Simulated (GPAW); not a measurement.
# Mn pairs in Si: coupling against distance

Two Mn atoms replace host atoms of Si on its sites. How does their coupling change with their distance?

Method: PBE; plane waves with GPAW's PAW setups, scalar-relativistic, in GPAW 26.7.0.

**1. The structure**

It takes space group C2/m (No. 12, monoclinic). The conventional cell has a = 15.361 Å, b = 15.361 Å, c = 5.431 Å, α = 90.00°, β = 90.00°, γ = 90.00°. Nearest to Mn lie 3 Si at 2.35 Å and 1 Mn at 2.35 Å. Si has 3 Si at 2.35 Å and 1 Mn at 2.35 Å nearest. Si has 4 Si at 2.35 Å nearest. Nearest to Si lie 3 Si at 2.35 Å and 1 Mn at 2.35 Å. Nearest to Si lie 4 Si at 2.35 Å. Si has 4 Si at 2.35 Å nearest. Model cell: substitutional dopants on the host's lattice, its constants typed without a cited source, atoms not relaxed. Farther neighbours are not listed.

This is the first member shown.

**2. The first member**

This run shows input and output; the others differ as the table says.

order1.py reads:

```python
import json
import numpy as np
from ase import Atoms
from ase.parallel import paropen, parprint
from gpaw import GPAW

atoms = Atoms(['Mn', 'Mn', 'Si', 'Si', 'Si', 'Si', 'Si', 'Si', 'Si', 'Si', 'Si', 'Si', 'Si', 'Si', 'Si', 'Si', 'Si', 'Si', 'Si', 'Si', 'Si', 'Si', 'Si', 'Si', 'Si', 'Si', 'Si', 'Si', 'Si', 'Si', 'Si', 'Si'],
    cell=[[10.862, 0.0, 0.0],
         [0.0, 10.862, 0.0],
         [0.0, 0.0, 5.431]],
    scaled_positions=[[0.0, 0.0, 0.0],
         [0.125, 0.125, 0.25],
         [0.0, 0.25, 0.5],
         [0.125, 0.375, 0.75],
         [0.25, 0.0, 0.5],
         [0.375, 0.125, 0.75],
         [0.25, 0.25, 0.0],
         [0.375, 0.375, 0.25],
         [0.0, 0.5, 0.0],
         [0.125, 0.625, 0.25],
         [0.0, 0.75, 0.5],
         [0.125, 0.875, 0.75],
         [0.25, 0.5, 0.5],
         [0.375, 0.625, 0.75],
         [0.25, 0.75, 0.0],
         [0.375, 0.875, 0.25],
         [0.5, 0.0, 0.0],
         [0.625, 0.125, 0.25],
         [0.5, 0.25, 0.5],
         [0.625, 0.375, 0.75],
         [0.75, 0.0, 0.5],
         [0.875, 0.125, 0.75],
         [0.75, 0.25, 0.0],
         [0.875, 0.375, 0.25],
         [0.5, 0.5, 0.0],
         [0.625, 0.625, 0.25],
         [0.5, 0.75, 0.5],
         [0.625, 0.875, 0.75],
         [0.75, 0.5, 0.5],
         [0.875, 0.625, 0.75],
         [0.75, 0.75, 0.0],
         [0.875, 0.875, 0.25]],
    pbc=True,
    magmoms=[4.5, 4.5, 0.0, 0.0, 0.0, 0.0, 0.0, 0.0, 0.0, 0.0, 0.0, 0.0, 0.0, 0.0, 0.0, 0.0, 0.0, 0.0, 0.0, 0.0, 0.0, 0.0, 0.0, 0.0, 0.0, 0.0, 0.0, 0.0, 0.0, 0.0, 0.0, 0.0])
atoms.calc = GPAW(mode={'name': 'pw', 'ecut': 450},
    xc='PBE',
    kpts={'size': (3, 3, 5), 'gamma': True},
    occupations={'name': 'fermi-dirac', 'width': 0.05},
    convergence={'density': 1e-05, 'energy': 1e-05},
    maxiter=200,
    mixer={'name': 'pulay', 'beta': 0.05, 'nmaxold': 6, 'weight': 50},
    symmetry={'tolerance': 1e-4},
    txt='order1.txt')
e = atoms.get_potential_energy(force_consistent=True)
res = {'free_energy': e, 'energy_sigma0': atoms.get_potential_energy(), 'fermi_energy': atoms.calc.get_fermi_level()}
res['moments'] = atoms.get_magnetic_moments().tolist()
res['total'] = atoms.get_magnetic_moment()
parprint('site moments (muB):', np.round(res['moments'], 3))
parprint(f"total moment: {res['total']:.3f} muB")
parprint(f'free energy: {e:.6f} eV')
atoms.calc.write('order1.gpw')
with paropen('results.json', 'w') as f:
    json.dump(res, f)
```

On the command line:

```console
$ OMP_NUM_THREADS=1 mpirun -n 4 gpaw python order1.py > order1.log
```

Numbers of over 12 decimals in the logs are rounded to 6 here.

The program printed:

```text
site moments (muB): [ 2.677e+00  2.677e+00 -4.100e-02  1.000e-02 -4.100e-02  1.000e-02
 -4.700e-02  5.000e-03 -2.000e-03 -2.000e-03  1.000e-02 -4.100e-02
 -1.000e-03 -0.000e+00  4.000e-03  4.000e-03 -2.000e-03 -2.000e-03
 -1.000e-03 -0.000e+00  1.000e-02 -4.100e-02  4.000e-03  4.000e-03
 -1.000e-03 -1.000e-03 -0.000e+00 -1.000e-03 -0.000e+00 -1.000e-03
  5.000e-03 -4.700e-02]
total moment: 5.845 muB
free energy: -176.724435 eV

--- order1.txt ---
Input parameters:
  mode=PW(ecut=450),
  convergence={'density': 1e-05, 'energy': 1e-05},
  kpts=MonkhorstPack(size=(3, 3, 5), gamma=True),
  maxiter=200,
  mixer=Pulay(name='pulay', nmaxold=6, beta=0.05, weight=50, sigma=0.015, g_ss=None),
  occupations=Occupations(name='fermi-dirac', width=0.05),
  symmetry=Symmetry(tolerance=0.0001),
  xc=XC(name='PBE')

Diagonalizing LCAO Hamiltonian
Converting LCAO to pw mode
        .--------------------------.
       /|                          |
      / |                          |
     /  |  Si           Si         |
    /   |      Si            Si    |
   /  Si|           Si             |
  /    Si        Si  Si        Si  |
 *      .--Si------------Si--------.
 |     / Si Si        Si Si       /
 | Si /      Si Si         Si    /
 |   Si Si    Si  Si Si    Si   /
 |  /Mn            Si          /
 | /     Si            Si     /
 |/                          /
 Mn------------Si-----------*

Atoms  # Å, Bohr magnetons
|    | symbol |        x |        y |        z |    initial magnetic moments |
|----|--------|----------|----------|----------|-----------------------------|
[...]
Zero:              0.007717
  External:          0.000000
  Xc:             -207.198285
  Entropy:          -0.051396
  Spinorbit:         0.000000
  ----------------------------
  Free energy:    -176.724435
  Extrapolated:   -176.698737

dipole moment: (-95.428098, -95.428098, -94.928873)  # |e|*Ang

Total magnetic moment: (0.000000, 0.000000, 5.845069)

Local magnetic moments
|        x |        y |         z |
|----------|----------|-----------|
| 0.000000 | 0.000000 |  2.676900 |  # Mn   0
| 0.000000 | 0.000000 |  2.676900 |  # Mn   1
| 0.000000 | 0.000000 | -0.040992 |  # Si   2
| 0.000000 | 0.000000 |  0.010080 |  # Si   3
| 0.000000 | 0.000000 | -0.040992 |  # Si   4
[...]
| 0.000000 | 0.000000 | -0.000493 |  # Si  28
| 0.000000 | 0.000000 | -0.001000 |  # Si  29
| 0.000000 | 0.000000 |  0.005025 |  # Si  30
| 0.000000 | 0.000000 | -0.046809 |  # Si  31

Fermi level: 5.124
Eigenvalues  # (at kpt = [0.000, 0.000, 0.000])
| band index |      eig [eV] | occ [0-1] |      eig [eV] | occ [0-1] |
|------------|---------------|-----------|---------------|-----------|
|          0 |       -74.995 |     1.000 |       -72.058 |     1.000 |
|        ... |               |           |               |           |
|         67 |         3.599 |     1.000 |         4.091 |     1.000 |
|         68 |         3.600 |     1.000 |         4.559 |     1.000 |
|         69 |         3.666 |     1.000 |         4.782 |     0.999 |
|         70 |         3.752 |     1.000 |         4.810 |     0.998 |
[...]
|         80 |         6.127 |     0.000 |         6.243 |     0.000 |
|         81 |         6.129 |     0.000 |         6.403 |     0.000 |
|         82 |         6.155 |     0.000 |         6.508 |     0.000 |
|        ... |               |           |               |           |
|         99 |         8.579 |     0.000 |         8.681 |     0.000 |

No gap
No difference between direct/indirect transitions

[key lines of the parts left out:]
Converged in 41 steps
```

Elapsed: 16 min, on 4 MPI ranks of Arm Neoverse V2, shared host; peak memory 2.4 GiB.

After 41 cycles the largest moment stands at 2.68 μB.

**3. The series**

All use a 3×3×5 mesh. Each member is run with parallel and with opposed moments. For E = −J e1·e2 with unit vectors, counted once a pair, J = (E_opposed − E_parallel) / 2n, n being the images of the partner at that distance, since the cell repeats. Farther images are folded into J, and in so small a cell they can weigh as much as the nearest, so J is an effective number of this cell and no pair coupling.

```tsv
distance (Å)	atoms, n	parallel (eV)	opposed (eV)	opposed less parallel (meV)	J (meV)	mean moment, parallel (μB)	mean moment, opposed (μB)	net moment, parallel (μB a cell)
2.35	32, 1	-176.7244	-177.2971	-572.62	-286.31	2.68	2.78	5.85
3.84	32, 2	-177.2581	-176.9269	+331.15	+82.79	2.86	2.64	5.99
4.50	32, 1	-176.9726	-176.7843	+188.33	+94.17	2.85	2.76	5.97
5.43	32, 2	-177.0420	-176.8353	+206.64	+51.66	2.80	2.71	5.77
```

```
distance (Å) 4.50: J = +188.33 / (2 × 1) = +94.17 meV
```

**4. What came out**

| Item | Value |
| --- | --- |
| strongest coupling | -286.31 meV at distance (Å) 2.35 |
| parallel lower at | 3.84, 4.50, 5.43 |
| opposed lower at | 2.35 |

In words: The sign of the coupling changes along the series; it is strongest at distance (Å) 2.35, -286.31 meV, and stands at +51.66 meV for the last member. Differences under about 1 meV are not resolved, and mesh and smearing were not tested in this series. The atoms were not relaxed, which can shift moments and couplings. The cells are small and neutral, with no compensating defects, so carriers and concentrations exceed those of most samples. Trends hold for the rows shown; the series may have further members. Spin–orbit coupling is left out.

[Logs and program files are shortened in this print: banners, set-up blocks, solver, clock and traceback lines can be left out without a mark of their own.]

[Logs are printed without paths, hosts, clocks, repeated set-up lines and the standing remarks that a program may print on its own settings, such as how far it seeks lower states.]

[Hosts, paths, dates, database ids (printed as entryN), source tags and the programs' standing remarks are cut or masked in the printed files.]

[Where a cell is said to come from a database of computed structures, the database is the Materials Project.]
